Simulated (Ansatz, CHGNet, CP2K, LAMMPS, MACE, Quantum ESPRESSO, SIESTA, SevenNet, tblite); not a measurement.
**tblite on Mg2+ TFSI- in gamma-butyrolactone at 370 K (110 atoms): settings against a plane-wave reference**

Wanted: tblite inputs and outputs for Mg2+ TFSI- in gamma-butyrolactone at 370 K (110 atoms), checked against a plane-wave reference.

Main program and level: tblite 0.8.0; the method is named at each step.

## (1) The starting structure

The cell holds 110 atoms: 4 N, 8 S, 24 O, 24 C, 24 F, 24 H and 2 Mg. Its edges and angles: a = 11.534 Å, b = 11.534 Å, c = 11.534 Å, α = 90.0°, β = 90.0°, γ = 90.0°. 4 gamma-butyrolactone, 2 Mg2+, 4 TFSI- placed at random, at 1.64 g/cm³; overlaps pushed apart, then 10 ps at 550 K with divalent ions of Li, Roberts, Chakravorty and Merz (J. Chem. Theory Comput. 9, 2733 (2013)); MMFF94 bonds, angles, torsions, charges and radii (Halgren, J. Comput. Chem. 17, 490 (1996)) in harmonic and 12-6 forms; charges of ions scaled by 0.8. Snapshot after 30 ps at 370 K and fixed volume.

The yardstick, on the same geometry:

* method: Kohn-Sham DFT, PBE, PAW, plane waves (Ansatz 0.2.0); cutoff 420 eV, Γ point, fermi-dirac smearing of 0.05 eV; PAW set soft_2
* r.m.s. force component: 1.235 eV/Å
* longest force: 6.308 eV/Å
* pressure: 3.196 GPa
* gap (highest filled to lowest empty level): 3.652 eV
* SCF cycles: 10
* time: 18 s on 4 threads of Arm Neoverse V2, shared host
* CPU time: 69 s

## (2) GFN1-xTB

Method: GFN1-xTB tight binding, diagonalisation.

run.py

```python
import numpy as np
from ase.io import read
from tblite.ase import TBLite

atoms = read("structure.xyz")
atoms.calc = TBLite(method="GFN1-xTB", electronic_temperature=580, accuracy=1.0, max_iterations=250, mixer_damping=0.4, verbosity=1)
energy = atoms.get_potential_energy()
forces = atoms.get_forces()
print(f"energy {energy:.6f} eV")
print("forces (eV/A)")
for i, (a, f) in enumerate(zip(atoms, forces)):
    print(f"{i:4d} {a.symbol:2s} {f[0]:10.5f} {f[1]:10.5f} {f[2]:10.5f}")
stress = -atoms.get_stress(voigt=False) * 160.21766
print("stress (GPa, compression positive)")
for row in stress:
    print(" ".join(f"{x:10.4f}" for x in row))
print("charges (e)")
print(np.array2string(atoms.get_charges(), precision=4, suppress_small=True, max_line_width=110, threshold=100000))
```

structure.xyz

```xyz
110
Lattice="11.53383 0.00000 0.00000 0.00000 11.53383 0.00000 0.00000 0.00000 11.53383" Properties=species:S:1:pos:R:3 pbc="T T T"
N 3.69682 0.04567 8.07230
S 2.21242 0.59249 8.03908
O 1.26930 0.00588 7.13356
O 1.65361 0.84508 9.36766
C 2.56397 2.32234 7.41568
F 3.59302 2.89349 8.13481
F 2.94874 2.37885 6.08571
F 1.51543 3.19210 7.52225
S 4.41077 0.25870 6.68731
O 3.62577 0.18996 5.47199
O 5.48180 1.29929 6.63264
C 5.24951 10.08714 6.77093
F 6.42388 10.12936 7.44347
F 4.35760 9.26351 7.38765
F 5.49229 9.72014 5.49368
N 0.60945 6.57221 5.20372
S 10.85345 7.27600 4.70234
O 10.80362 8.63734 5.07316
O 10.58321 7.17427 3.28080
C 9.67435 6.21523 5.43739
F 8.45015 6.78800 5.61755
F 9.49315 5.05770 4.74975
F 10.10710 5.78791 6.67105
S 1.72558 7.55627 5.41490
O 2.53733 7.81083 4.23891
O 1.44657 8.74449 6.28317
C 2.65855 6.53691 6.35768
F 2.23295 6.56967 7.64255
F 2.77539 5.22759 5.97406
F 3.96210 6.96736 6.27256
N 7.84393 11.01988 4.83060
S 9.09004 0.45489 4.79173
O 10.23316 11.47974 5.49356
O 9.41045 1.16088 3.58195
C 8.59143 1.90320 5.86149
F 8.22270 1.56445 7.10392
F 9.65831 2.78265 5.91432
F 7.54059 2.57181 5.23913
S 7.82109 10.13212 3.51574
O 9.13410 9.79707 2.94493
O 6.89642 9.01623 3.55403
C 7.08558 11.27939 2.36028
F 6.76805 0.94070 3.00306
F 7.92824 0.01211 1.32593
F 5.89840 10.82784 1.79974
N 8.42754 8.97090 8.94748
S 9.91056 9.54424 8.93168
O 10.76152 8.94495 9.91379
O 10.61528 9.72913 7.67496
C 9.77238 11.31111 9.47147
F 10.42289 0.60391 8.57586
F 8.44299 0.20772 9.59695
F 10.35069 11.46232 10.70166
S 7.77795 8.77955 10.34054
O 8.73480 8.59167 11.43014
O 6.59354 9.59015 10.55219
[... 50 atom lines left out ...]
H 3.79601 10.03120 0.02388
H 3.05001 9.44978 10.04712
Mg 9.72590 8.15869 1.51232
Mg 0.13875 10.27272 5.90671
```

Run with:

```console
$ OMP_NUM_THREADS=1 python run.py > output.txt
```

The program printed:

```text
------------------------------------------------------------
  cycle        total energy    energy error   density error
------------------------------------------------------------
      1     -331.7568592432  -3.3318919E+02   7.8217282E-01
      2     -337.0632932899  -5.3064340E+00   4.9260153E-01
      3     -336.3888962701   6.7439702E-01   3.9526464E-01
      4     -342.9922769667  -6.6033807E+00   1.0399301E-01
      5     -343.0517640780  -5.9487111E-02   3.1876359E-02
      6     -343.0588854373  -7.1213593E-03   2.2040164E-02
      7     -343.0839307252  -2.5045288E-02   9.5948003E-03
      8     -343.0864458433  -2.5151181E-03   4.4129816E-03
      9     -343.0869301185  -4.8427524E-04   1.9877355E-03
     10     -343.0871463322  -2.1621373E-04   6.3505091E-04
     11     -343.0871638622  -1.7530005E-05   9.9305607E-05
     12     -343.0871640192  -1.5693996E-07   4.7143442E-05
     13     -343.0871641262  -1.0706680E-07   2.2158348E-05
     14     -343.0871641520  -2.5780253E-08   6.4598005E-06
------------------------------------------------------------
 total:                                   3.028 sec
energy -9335.877264 eV
forces (eV/A)
   0 N    -0.99885   -0.00646    1.44218
   1 S    -0.19877    2.35210    2.39644
   2 O    -0.83692   -0.98237   -1.38752
   3 O     0.94865   -0.49753   -0.92965
   4 C     0.71042    2.68626   -1.50345
   5 F    -1.48769   -1.05759   -0.78189
   6 F    -0.78138    0.29194    2.37927
   7 F     0.82749   -1.15596    0.14318
   8 S     3.71373    0.55522   -2.35353
   9 O    -0.19412   -0.61969    0.27266
  10 O    -1.95595   -1.95034    0.71953
  11 C     0.33915    0.24531   -0.35694
  12 F    -1.36740   -0.34011   -0.61468
  13 F     1.43986    0.60098   -0.84946
  14 F    -0.44860   -0.10775    1.66613
  15 N    -1.99829   -2.59611   -0.20892
  16 S    -0.47177   -0.03705   -3.05583
  17 O    -0.97056    2.33843    1.55120
  18 O     0.09832   -0.60800   -0.19741
  19 C    -3.08087   -2.75387    2.41437
  20 F     1.65820   -0.48986   -0.28887
  21 F     0.82756    1.61284    0.57924
  22 F    -0.35284    0.91976   -1.24879
  23 S     2.16091    5.04733   -1.10036
[...]
102 H     0.10370   -0.25947   -0.42938
 103 H    -0.34462   -1.78597    1.47392
 104 H     0.00960   -0.36342    0.13441
 105 H    -0.32038    0.93434    0.86691
 106 H     1.30731    1.35623    0.51171
 107 H     0.36481    0.22649   -0.70392
 108 Mg    0.05822    0.22412    0.43576
 109 Mg    0.43237    0.11092    0.23574
stress (GPa, compression positive)
   -0.4822    -0.3500     0.8067
   -0.3500    -0.6577    -0.5835
    0.8067    -0.5835    -0.4925
charges (e)
[-0.2462  0.5289 -0.3423 -0.4009  0.6362 -0.225  -0.2044 -0.2281  0.5118 -0.397  -0.4121  0.6457 -0.2148
 -0.2206 -0.2057 -0.2421  0.5316 -0.3269 -0.3608  0.6748 -0.1945 -0.1887 -0.2185  0.526  -0.386  -0.386
  0.6781 -0.2118 -0.2143 -0.2149 -0.2103  0.5285 -0.3644 -0.3836  0.6561 -0.186  -0.2123 -0.2147  0.5258
 -0.3726 -0.3687  0.6545 -0.2266 -0.1941 -0.2209 -0.2229  0.5292 -0.3642 -0.3625  0.6405 -0.2017 -0.2207
 -0.2012  0.5216 -0.3666 -0.3607  0.6566 -0.2182 -0.2014 -0.2123 -0.4629  0.5982 -0.0883 -0.0679  0.1907
 -0.3658  0.0624  0.078   0.0753  0.0341  0.0657  0.0483 -0.4664  0.5827 -0.0934 -0.0686  0.1849 -0.3635
  0.0915  0.0589  0.0641  0.0632  0.0443  0.0716 -0.4475  0.599  -0.0726 -0.0659  0.1778 -0.3622  0.0934
  0.0885  0.0757  0.0414  0.0548  0.0313 -0.4555  0.6002 -0.0872 -0.0687  0.1749 -0.3809  0.0966  0.0694
  0.0515  0.0541  0.0678  0.071   0.8744  0.8639]
```

The job ended after 3.6 s (1 thread of Arm Neoverse V2, shared host; peak memory 0.18 GiB).

Banners, paths, timers and routine set-up lines are dropped from the logs unmarked, and long logs keep their key lines alone; longer cuts are marked.

Compared with the plane-wave run:

```
r.m.s. force component                  : 1.292 eV/Å
r.m.s. difference of force components   : 390.9 meV/Å
longest difference of force vectors     : 1379 meV/Å
force difference over r.m.s. force      : 31.66 %
slope of forces against the reference's : 0.9971
correlation of force components         : 0.9531
pressure                                : -0.5441 GPa
pressure difference                     : -3.74 GPa
```

Length of the force difference by element (eV/Å):

| element | atoms | mean | most |
| --- | --- | --- | --- |
| C | 24 | 0.65 | 1.4 |
| F | 24 | 0.84 | 1.1 |
| H | 24 | 0.16 | 0.29 |
| Mg | 2 | 0.76 | 0.83 |
| N | 4 | 1.1 | 1.3 |
| O | 24 | 0.53 | 1.2 |
| S | 8 | 0.72 | 1.1 |

A closer look about S47, picked at random: 9 atoms, nearest first, numbered in the order of the input, with positions taken from that point.

| atom | x | y | z | distance (Å) | bonds | Mulliken charge (e) | Fx | Fy | Fz (eV/Å) |
| --- | --- | --- | --- | --- | --- | --- | --- | --- | --- |
| S47 | 0.00 | 0.00 | 0.00 | 0.00 | 4 | 0.53 | 1.33 | 1.02 | 0.71 |
| O48 | 0.85 | -0.60 | 0.98 | 1.43 | 1 | -0.36 | 0.26 | -0.56 | 0.48 |
| O49 | 0.70 | 0.18 | -1.26 | 1.45 | 2 | -0.36 | -1.00 | -0.52 | -0.99 |
| N46 | -1.48 | -0.57 | 0.02 | 1.59 | 2 | -0.22 | 0.76 | 0.64 | -2.39 |
| C50 | -0.14 | 1.77 | 0.54 | 1.85 | 4 | 0.64 | -0.62 | 2.57 | 0.93 |
| F53 | 0.44 | 1.92 | 1.77 | 2.65 | 1 | -0.20 | -0.80 | -0.09 | -1.76 |
| F51 | 0.51 | 2.59 | -0.36 | 2.67 | 1 | -0.20 | -1.25 | -1.26 | 1.52 |
| S54 | -2.13 | -0.76 | 1.41 | 2.67 | 4 | 0.52 | -0.81 | -0.39 | 0.52 |
| F52 | -1.47 | 2.20 | 0.67 | 2.72 | 1 | -0.22 | 2.59 | -0.78 | -0.38 |

Atoms are counted from 1 here, from 0 in the log.

Forces lie 32 % from the reference's, at 0.051 times its CPU time (on 1 against 4 cores).

## (3) Summary of results

```
force difference from the reference : tblite GFN1-xTB, 32 %
its CPU time                        : 3.5 s
```

Tight binding differs by 32 % (tblite GFN1-xTB); it is another model, with fitted parameters of its own, and the xTB methods hold dispersion. One electronic-structure run takes under half the reference's CPU time: tblite GFN1-xTB, at 32 % in 3.5 s against 69 s; its pressure misses by -3.7 GPa. Periodic xTB results under one method name differ between programs and library versions. The network of contacts between molecules at the start is that of the classical potential that made the cell, and needn't be the one that DFT or experiment would give. The reference's PBE has no dispersion term, which matters for the binding between molecules or layers. The density was typed from a rule of thumb and may lie off the real one at this temperature. The electronic-structure runs sample only Γ, in a cell whose shortest periodic width is 12 Å.

[Also dropped from logs without a mark: logging warnings of Python, and SIESTA's first energy breakdown and zero terms.]

[Logs are printed without paths, hosts, clocks, repeated set-up lines and the standing remarks that a program may print on its own settings, such as how far it seeks lower states.]

[Hosts, paths, dates, database ids (printed as entryN), source tags and the programs' standing remarks are cut or masked in the printed files.]

[The MMFF94 radii named for the starting cell were scaled by 0.96; in molecules described by MMFF94, hydrogen bound to N, O or S took a small fixed 12-6 site in their place.]
